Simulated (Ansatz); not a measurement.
**Work function of Ag(110): what the settings cost and change**

Aim: the work function of Ag(110) across levels of theory at one geometry.

Program: Ansatz 0.2.0. Level of theory: plane-wave DFT, PBE, Ansatz PAW, in the first sound run; inputs show where later runs differ. Values are calculated unless marked as measured.

The experiments to compare with:

“Anisotropic work function of elemental crystals” (2019, arxiv:1902.07811) quotes from earlier work for Ag (clean (110) face, a compiled value): work function (clean (110) face, a compiled value) 4.1 eV.

### 1. Starting point

The cell holds 7 atoms: 7 Ag. Its edges and angles: a = 4.090 Å, b = 2.892 Å, c = 26.676 Å, α = 90.0°, β = 90.0°, γ = 90.0°. Vacuum lies along c.

### 2. Run, setting PBE, Ansatz PAW (420 eV)

A work function rests on the faint tail of the density, so the SCF threshold is tight. PBE on the default files comes first; the next runs keep the geometry and change functional or files, each at the cutoff that its files recommend; a relaxation and, for heavy metals, spin-orbit coupling close the ladder.

File input.yaml:

```yaml
crystal:
  lattice:
    - [4.09, 0.0, 0.0]
    - [0.0, 2.8920667351, 0.0]
    - [0.0, 0.0, 26.6762002052]
  atoms:
    - { symbol: Ag, position: [0.0, 0.0, 0.3373793843] }
    - { symbol: Ag, position: [0.5, 0.5, 0.3915862562] }
    - { symbol: Ag, position: [0.0, 0.0, 0.4457931281] }
    - { symbol: Ag, position: [0.5, 0.5, 0.5] }
    - { symbol: Ag, position: [0.0, 0.0, 0.5542068719] }
    - { symbol: Ag, position: [0.5, 0.5, 0.6084137438] }
    - { symbol: Ag, position: [0.0, 0.0, 0.6626206157] }
kpoints:
  mp_grid: { grid: [10, 14, 1] }
hamiltonian:
  xc: pbe
scf:
  occupations: { method: fermi_dirac, width: 0.1 }
  convergence: { dr2_threshold: 1.0e-09 }
efield:
  axis: 3
  dipole_correction: true
  ramp_position: 0.97
  ramp_width: 0.06
output:
  write_potential: true
  write_density: true
  volumetric_format: npy
  elf: true
```

Command:

```sh
ansatz run input.yaml --threads 4 --pin off --max-ram 6144MiB --backend cpu --events-out ev --progress --plain --runs-dir out
```

What it wrote:

```text
Engine: ansatz 0.2.0, aarch64-unknown-linux-gnu
Pseudopotentials: kind: paw
Pseudopotential: Ag, paw, valence charge 19, recommended cutoff 420 eV (normal), Ag.paw.azcp
Functional definition: PBE
  parameter kappa = 0.804
  parameter beta = 0.066725
  exchange = pbe_x(kappa = kappa, mu = beta*pi^2/3)
  correlation = pbe_c(beta = beta)
Crystal: 7 atoms, lattice volume = 315.541 Å³
Basis set: ecut = 420 eV, 6169 PW (Γ)
Bands: 80, of which v1, the nominal top of the filled ones, is band 67 counted from 1 (66 counted from 0)
Symmetry: 4 space group operations
k-points: 48 of 140
Non-local potential: Ag, projectors of the file, l = 0: 3, l = 1: 2, l = 2: 2, l = 3: 1
PAW form: soft (Blöchl's): semilocal exchange-correlation on the pseudo side does not see the compensation charge
PAW one-centre angular grid: Ag, 590 points (default); XC on 64 Gauss nodes
Initial density: superposition of atomic densities (neutral atoms: chi_scale 0, normalization atom), corrected by the library's trained network
Initial wavefunctions: pseudopotential atomic-orbital guess
Functional: x = pbe(κ = 0.804, μ = 0.219515), c = pbe(β = 0.066725)
SCF iter   1: F=—  HF=-53132.539780 eV  |F-HF|=—  |Δ(HF+E_count)|=         —  Δρ=9.95e-4  dr2=4.38e-3  ethr=1.77e-3  p=0.000 e·Å  D=2.15e-14 V/Å  ΔV_dip=-0.00 eV  dr2_dipole=1.35e-8  V_vac-E_F(+/−)=4.06/4.06 eV  ⟨swp⟩=7.5  Hψ=15572  notcnv=0  defer=74
efield: sawtooth ramp at fractional position 0.9700 (set: `efield.ramp_position`, or a place that a band, a saddle search or an elastic batch's reference lends), width 0.0600; the density the first Hamiltonian is built on has a dipole p = 0.000 e·Å; the dipole correction subtracts the counter field D = 2.15e-14 V/Å, which shifts the + side's vacuum level by -0.00 eV against the − side's; the planar-averaged density in the ramp window peaks in size at 4.6e-6 e/Å³
preconditioner: auto → LDOS  [metal: Δε(μ)=0.044 eV  Ē_g=9.019 eV  σ=0.100 eV  W_gap=0.11  n_scr=64 (ndim 8)  ℏωp=18.3 eV  f_vac=0.575  D(μ)=2.00/eV (n_scr^D=8)  β→1.0]
SCF iter   2: F=—  HF=-53132.548179 eV  |F-HF|=—  |Δ(HF+E_count)|=   8.40e-3  Δρ=1.07e-3  dr2=3.56e-3  ethr=3.29e-6  p=-0.000 e·Å  D=-1.84e-6 V/Å  ΔV_dip=0.00 eV  dr2_dipole=1.40e-8  V_vac-E_F(+/−)=4.12/4.12 eV  ⟨swp⟩=3.0  Hψ=9521  notcnv=0  defer=146
SCF iter   3: F=—  HF=-53132.547240 eV  |F-HF|=—  |Δ(HF+E_count)|=   9.39e-4  Δρ=2.07e-4  dr2=1.09e-4  ethr=2.68e-6  p=-0.000 e·Å  D=-1.48e-8 V/Å  ΔV_dip=0.00 eV  dr2_dipole=3.35e-9  V_vac-E_F(+/−)=4.11/4.11 eV  ⟨swp⟩=2.6  Hψ=6688  notcnv=0  defer=146
SCF iter   4: F=—  HF=-53132.547265 eV  |F-HF|=—  |Δ(HF+E_count)|=   2.47e-5  Δρ=4.82e-5  dr2=9.32e-6  ethr=8.21e-8  p=0.000 e·Å  D=3.21e-7 V/Å  ΔV_dip=-0.00 eV  dr2_dipole=2.42e-10  V_vac-E_F(+/−)=4.12/4.12 eV  ⟨swp⟩=2.4  Hψ=6652  notcnv=0  defer=146
SCF iter   5: F=—  HF=-53132.547297 eV  |F-HF|=—  |Δ(HF+E_count)|=   3.22e-5  Δρ=2.07e-5  dr2=1.20e-6  ethr=7.01e-9  p=0.000 e·Å  D=3.11e-7 V/Å  ΔV_dip=-0.00 eV  dr2_dipole=6.50e-12  V_vac-E_F(+/−)=4.12/4.12 eV  ⟨swp⟩=2.5  Hψ=7199  notcnv=0  defer=144
SCF iter   6: F=—  HF=-53132.547297 eV  |F-HF|=—  |Δ(HF+E_count)|=   3.43e-7  Δρ=5.39e-6  dr2=7.76e-8  ethr=9.03e-10  p=0.000 e·Å  D=1.55e-7 V/Å  ΔV_dip=-0.00 eV  dr2_dipole=4.96e-14  V_vac-E_F(+/−)=4.12/4.12 eV  ⟨swp⟩=2.0  Hψ=5546  notcnv=0  defer=144
SCF iter   7: F=—  HF=-53132.547297 eV  |F-HF|=—  |Δ(HF+E_count)|=   6.40e-8  Δρ=1.89e-6  dr2=9.10e-9  ethr=5.83e-11  p=0.000 e·Å  D=7.28e-8 V/Å  ΔV_dip=-0.00 eV  dr2_dipole=8.28e-15  V_vac-E_F(+/−)=4.12/4.12 eV  ⟨swp⟩=2.6  Hψ=6980  notcnv=0  defer=144
SCF iter   8: F=-53132.547297 eV  HF=-53132.547297 eV  |F-HF|=6.69e-10  |Δ(HF+E_count)|=   2.02e-8  Δρ=5.07e-7  dr2=7.46e-10  ethr=1.00e-12  p=0.000 e·Å  D=1.98e-8 V/Å  ΔV_dip=-0.00 eV  dr2_dipole=2.71e-15  V_vac-E_F(+/−)=4.12/4.12 eV  ⟨swp⟩=12.0  Hψ=15712  notcnv=0
SCF 1 converged in 8 iterations: F = -53132.547297 eV  dr2 = 7.46e-10
  greatest PAW one-centre occupation: 1.000 electrons in one spin orbital (limit 2), on the Ag atom at site 3 (counted from 0), in its partial waves of l = 0
WARN: The output density's exchange-correlation potential varies sharply where the density is thin. Do not read a vacuum level from v_tot or v_xc, or from such a field of the output density. On a cell that repeats whose density bears no net charge and no dipole along the vacuum's axis use v_es (v_loc + v_h of the components); under efield.dipole_correction with no amplitude use v_es + v_field, which holds any externa [...]
SCF converged after 8 iterations
Free energy (F): -53132.547297 eV
Harris-Foulkes:  -53132.547297 eV  (|F-HF|=6.69e-10)
Internal energy: -53132.481275 eV  (E = F + TS)
E sigma→0 (E₀):  -53132.514286 eV
Entropy (-TS):   -0.066022 eV (-9.432 meV/atom)
Fermi energy:    4.035171 eV
Dipole field:    D = -0.000000 V/Å  (p = -0.000000 e·Å, saw-weighted, corrected)
Work function:   Φ+ = 4.1199 eV   Φ− = 4.1199 eV
Levels:          The Fermi level and band energies are counted from a zero that moves with the ramp; work functions are not
--- Per-component energies (eV) ---
  E_band       = -3397.338918
  E_kinetic    = 3691.500617
  E_local      = -248813.693230  (includes V_loc(G=0)·N_el)
  E_nonlocal   = 561.550267
  E_hartree    = 122844.399093
  E_xc         = -1291.999003
  E_vxc        = -1641.257984  (∫ρ·V_xc dr)
  E_paw        = -27316.123729  (= ΣΔE_a)
  E_vpaw       = -2884.242360  (= ΣTr[D̂ρ^β])
  E_aug_tail   = 0.002282  (compensation charges beyond the density's cutoff)
  E_efield     = 0.000000  (sawtooth field / dipole correction)
  E_vefield    = 0.000000  (∫n·V_field dr)
  E_ewald      = 97191.882428
  E_smearing   = -0.066022  (= −TS)
  E_closure    = -0.000000  (closes the sum)
  Σ components = -53132.547297   (vs F -53132.547297, Δ=0.00e0)
--- Band table (eV; the first three rows and the last of 48) ---
  k-point 0: bands = [... 63 lower, 1.1181, 1.2337, 1.2345, 2.6476, 4.4441, 6.2494, 6.3407, 7.7675, ... 9 higher]
  k-point 1: bands = [... 63 lower, 1.1483, 1.1912, 1.2562, 2.7228, 4.5474, 6.4491, 6.4935, 7.8622, ... 9 higher]
  k-point 2: bands = [... 63 lower, 1.1127, 1.2294, 1.3257, 2.9470, 4.8445, 6.7594, 7.1569, 8.1415, ... 9 higher]
  k-point 47: bands = [... 63 lower, 4.2300, 4.3032, 5.7261, 5.9413, 7.5380, 7.6705, 7.6928, 7.9383, ... 9 higher]
```

Run time: 78 s. Hardware: 4 threads of Arm Neoverse N1, shared host; peak memory 1.5 GiB.

Reading the cycles: dr2 is the Hartree energy of the density residual (eV), the measure of convergence; HF is the Harris–Foulkes estimate of the energy, which meets the free energy F at convergence.

This step gave:

```yaml
energy_at_zero_smearing: -53132.5143 eV
work_function_upper_face: 4.120 eV
```

Running mean over 1.446 Å of the planar mean; the ramp of the sawtooth is left out. The electron's electrostatic potential energy less the Fermi level by z:

```
z (Å)  electron's electrostatic potential energy less the Fermi level (eV)
  3.5                                                                 4.12
  4.0                                                                 4.12
  4.5                                                                 4.12
  5.0                                                                 4.12
  5.5                                                                 4.11
  6.0                                                                 4.10
  6.5                                                                 4.04
  7.0                                                                 3.85
  7.5                                                                 3.09
  8.0                                                                0.769
  8.5                                                                -2.55
  9.0                                                                -4.98
  9.5                                                                -5.78
 10.0                                                                -5.96
 10.5                                                                -6.04
 11.0                                                                -6.08
 11.5                                                                -6.09
 12.0                                                                -6.08
 12.5                                                                -6.08
 13.0                                                                -6.08
 13.5                                                                -6.08
 14.0                                                                -6.08
 14.5                                                                -6.08
 15.0                                                                -6.08
 15.5                                                                -6.09
 16.0                                                                -6.06
 16.5                                                                -6.00
 17.0                                                                -5.87
 17.5                                                                -5.42
 18.0                                                                -3.59
 18.5                                                               -0.386
 19.0                                                                 2.47
 19.5                                                                 3.69
 20.0                                                                 4.00
 20.5                                                                 4.09
 21.0                                                                 4.11
 21.5                                                                 4.12
 22.0                                                                 4.12
 22.5                                                                 4.12
 23.0                                                                 4.12
 23.5                                                                 4.12
```

ELF in the ca plane at fractional y = 0.000, with atoms of Ag within 0.2 Å of it. It is the smooth field of the valence electrons, not physical close to the nuclei.

Ten even steps from '0' (0.00) to '9' (0.80), each cell a mean:
```
01124688632236886322369863224688642110000000
00112466422224664222246642222466421100000000
00112233222222332222223322222233221100000000
00011122222222222222222222222222111000000000
00001112222222222222222222222221110000000000
00000112222222222222222222222221100000000000
00001112222222222222222222222221110000000000
00111222222222222222222222222222211000000000
00112344322223443222234432222344321100000000
00123677532235775322357753223677632100000000
01124799742247997422479974224799742110000000
```
Columns run along c (16.0 Å, from fractional 0.25 to 0.85 of the cell), rows up along a (4.1 Å). Atoms in or near the plane, at fractional coordinates: Ag at (0.34, 0.00), Ag at (0.45, 0.00), Ag at (0.55, 0.00), Ag at (0.66, 0.00).

Electrostatic potential energy in the ca plane at fractional y = 0.000, with atoms of Ag within 0.2 Å of it. With pseudopotentials it is smooth inside the atoms' cores, unlike the true potential.

Ten even steps from '0' (-36 eV) to '9' (8 eV), each cell a mean:
```
99986200268861002688610026886200269999999999
99998422589974224899742258997422589999999999
99999877899998778999987789999877899999999999
99999999999999999999999999999999999999999999
99999999999999999999999999999999999999999999
99999999999999999999999999999999999999999999
99999999999999999999999999999999999999999999
99999988999999889999998899999988999999999999
99998655689986446899864568998655689999999999
99997311379963003799630137996311379999999999
99985100158851001588510015885100158999999999
```
Columns run along c (16.0 Å, from fractional 0.25 to 0.85 of the cell; values clipped at the 3rd and 97th percentile), rows up along a (4.1 Å). Atoms in or near the plane, at fractional coordinates: Ag at (0.34, 0.00), Ag at (0.45, 0.00), Ag at (0.55, 0.00), Ag at (0.66, 0.00).

Valence density in the ca plane at fractional y = 0.000, with atoms of Ag within 0.2 Å of it. It is the smooth field of the valence electrons, not physical close to the nuclei.

Values in e/Å³, 6 rows by 16 columns, each cell a mean:
```
 0  1  8  1  1  8  1  2  8  1  3  7  0  0  0  0
 0  0  1  0  0  1  0  0  1  0  0  0  0  0  0  0
 0  0  0  0  0  0  0  0  0  0  0  0  0  0  0  0
 0  0  0  0  0  0  0  0  0  0  0  0  0  0  0  0
 0  0  1  0  0  1  0  0  1  0  1  1  0  0  0  0
 0  1 12  2  2 12  1  3 12  1  4 11  0  0  0  0
```
Columns run along c (16.0 Å, from fractional 0.25 to 0.85 of the cell), rows up along a (4.1 Å). Atoms in or near the plane, at fractional coordinates: Ag at (0.34, 0.00), Ag at (0.45, 0.00), Ag at (0.55, 0.00), Ag at (0.66, 0.00).

The work function is 4.120 eV.

### 3. Slab

This step: plane-wave DFT, LDA, Ansatz PAW (Ansatz 0.2.0).

input.yaml: that of step 2 with these lines changed.

```diff
@@ -16,3 +16,3 @@
 hamiltonian:
-  xc: pbe
+  xc: lda
 scf:
@@ -29,2 +29 @@
   volumetric_format: npy
-  elf: true
```

What it wrote:

```text
[...]
Crystal: 7 atoms, lattice volume = 315.541 Å³
Basis set: ecut = 420 eV, 6169 PW (Γ)
Bands: 80, of which v1, the nominal top of the filled ones, is band 67 counted from 1 (66 counted from 0)
Symmetry: 4 space group operations
k-points: 48 of 140
[...]
k-point 0: bands = [... 63 lower, 0.7852, 0.8678, 0.9005, 2.2425, 4.0350, 5.7894, 5.9807, 7.4320, ... 9 higher]
  k-point 1: bands = [... 63 lower, 0.8131, 0.8580, 0.8876, 2.3154, 4.1378, 6.0365, 6.0905, 7.6064, ... 9 higher]
  k-point 2: bands = [... 63 lower, 0.7774, 0.8960, 0.9486, 2.5330, 4.4332, 6.4038, 6.7060, 8.0365, ... 9 higher]
  k-point 47: bands = [... 63 lower, 3.7984, 3.8733, 5.2997, 5.5160, 7.1097, 7.1985, 7.2189, 7.4616, ... 9 higher]
[key lines of the parts left out:]
SCF converged after 9 iterations
Free energy (F): -52204.802691 eV
Fermi energy:    3.604717 eV
Dipole field:    D = -0.000000 V/Å  (p = -0.000000 e·Å, saw-weighted, corrected)
Work function:   Φ+ = 4.5364 eV   Φ− = 4.5364 eV
```

Elapsed: 79 s, on 4 threads; peak memory 1.5 GiB.

The work function is 4.536 eV, +0.416 eV from the run “PBE, Ansatz PAW (420 eV)”, at 1.0 times its CPU time.

### 4. Slab

This step: plane-wave DFT, PBEsol, Ansatz PAW (Ansatz 0.2.0).

input.yaml: that of step 3 with these lines changed.

```diff
@@ -16,3 +16,3 @@
 hamiltonian:
-  xc: lda
+  xc: pbesol
 scf:
```

What it wrote:

```text
[...]
Crystal: 7 atoms, lattice volume = 315.541 Å³
Basis set: ecut = 420 eV, 6169 PW (Γ)
Bands: 80, of which v1, the nominal top of the filled ones, is band 67 counted from 1 (66 counted from 0)
Symmetry: 4 space group operations
k-points: 48 of 140
[...]
k-point 0: bands = [... 63 lower, 1.0346, 1.1291, 1.1543, 2.5190, 4.3195, 6.0642, 6.2518, 7.7066, ... 9 higher]
  k-point 1: bands = [... 63 lower, 1.0679, 1.1099, 1.1494, 2.5924, 4.4225, 6.3110, 6.3613, 7.8502, ... 9 higher]
  k-point 2: bands = [... 63 lower, 1.0322, 1.1496, 1.2126, 2.8116, 4.7184, 6.6739, 6.9800, 8.1308, ... 9 higher]
  k-point 47: bands = [... 63 lower, 4.0484, 4.1245, 5.5523, 5.7711, 7.3692, 7.5174, 7.5380, 7.7828, ... 9 higher]
[key lines of the parts left out:]
SCF converged after 9 iterations
Free energy (F): -52653.932453 eV
Fermi energy:    3.877148 eV
Dipole field:    D = -0.000000 V/Å  (p = -0.000000 e·Å, saw-weighted, corrected)
Work function:   Φ+ = 4.2369 eV   Φ− = 4.2369 eV
```

The job ended after 82 s (4 threads; peak memory 1.5 GiB).

The work function is 4.237 eV, +0.117 eV from the run “PBE, Ansatz PAW (420 eV)”, at 1.1 times its CPU time.

### 5. Run

This step: plane-wave DFT, RPBE, Ansatz PAW (Ansatz 0.2.0).

input.yaml: that of step 4 with these lines changed.

```diff
@@ -16,3 +16,3 @@
 hamiltonian:
-  xc: pbesol
+  xc: rpbe
 scf:
```

What it wrote:

```text
[...]
Crystal: 7 atoms, lattice volume = 315.541 Å³
Basis set: ecut = 420 eV, 6169 PW (Γ)
Bands: 80, of which v1, the nominal top of the filled ones, is band 67 counted from 1 (66 counted from 0)
Symmetry: 4 space group operations
k-points: 48 of 140
[...]
k-point 0: bands = [... 63 lower, 1.2514, 1.3699, 1.3882, 2.8244, 4.6217, 6.4465, 6.4635, 7.7233, ... 9 higher]
  k-point 1: bands = [... 63 lower, 1.2858, 1.3261, 1.4109, 2.9005, 4.7252, 6.5705, 6.6893, 7.8171, ... 9 higher]
  k-point 2: bands = [... 63 lower, 1.2499, 1.3655, 1.4847, 3.1276, 5.0228, 6.8776, 7.3502, 8.0945, ... 9 higher]
  k-point 47: bands = [... 63 lower, 4.4164, 4.4893, 5.9088, 6.1254, 7.7221, 7.8654, 7.8889, 8.1334, ... 9 higher]
[key lines of the parts left out:]
SCF converged after 9 iterations
Free energy (F): -53188.647935 eV
Fermi energy:    4.219969 eV
Dipole field:    D = -0.000000 V/Å  (p = -0.000000 e·Å, saw-weighted, corrected)
Work function:   Φ+ = 3.9218 eV   Φ− = 3.9218 eV
```

The job ended after 80 s (4 threads; peak memory 1.5 GiB; 5.2 min of CPU time).

The work function is 3.922 eV, -0.198 eV from the run “PBE, Ansatz PAW (420 eV)”, at 1.0 times its CPU time.

### 6. Slab

This step: plane-wave DFT, r2SCAN, Ansatz PAW (Ansatz 0.2.0).

input.yaml: that of step 5 with these lines changed.

```diff
@@ -16,3 +16,3 @@
 hamiltonian:
-  xc: rpbe
+  xc: r2scan
 scf:
```

What it wrote:

```text
[...]
Crystal: 7 atoms, lattice volume = 315.541 Å³
Basis set: ecut = 500 eV, 8029 PW (Γ), exchange–correlation on 120×96×800 points (64 copies of the dense FFT grid, shifted against one another)
Bands: 80, of which v1, the nominal top of the filled ones, is band 67 counted from 1 (66 counted from 0)
Symmetry: 4 space group operations
k-points: 48 of 140
[...]
k-point 0: bands = [... 63 lower, 0.8058, 0.9212, 1.0201, 2.5833, 4.4897, 6.4409, 6.4429, 7.9142, ... 9 higher]
  k-point 1: bands = [... 63 lower, 0.8371, 0.8804, 1.0475, 2.6649, 4.5969, 6.5543, 6.6861, 8.0093, ... 9 higher]
  k-point 2: bands = [... 63 lower, 0.8012, 0.9185, 1.1404, 2.9078, 4.9057, 6.8733, 7.3577, 8.2902, ... 9 higher]
  k-point 47: bands = [... 63 lower, 4.3574, 4.4240, 5.8689, 6.0855, 7.7137, 7.8100, 7.8295, 8.1115, ... 9 higher]
[key lines of the parts left out:]
SCF converged after 13 iterations
Free energy (F): -53226.034311 eV
Fermi energy:    4.074939 eV
Dipole field:    D = 0.000001 V/Å  (p = 0.000001 e·Å, saw-weighted, corrected)
Work function:   Φ+ = 4.0525 eV   Φ− = 4.0526 eV
```

Run time: 6.1 min. Hardware: 4 threads; peak memory 2.3 GiB; 15 min of CPU time.

The work function is 4.053 eV, -0.067 eV from the run “PBE, Ansatz PAW (420 eV)”, at 3.0 times its CPU time.

[end of part 1 of 2]

[Long decimals in the printed logs are rounded to 6 places.]

[Logs are printed without paths, hosts, clocks, repeated set-up lines and the standing remarks that a program may print on its own settings, such as how far it seeks lower states.]

[Hosts, paths, dates, database ids (printed as entryN), source tags and the programs' standing remarks are cut or masked in the printed files.]

[Maps of the electrostatic potential energy from Ansatz leave out the sawtooth potential of an applied field or a dipole correction, so their vacuum need not be flat; planar profiles and work functions include it.]
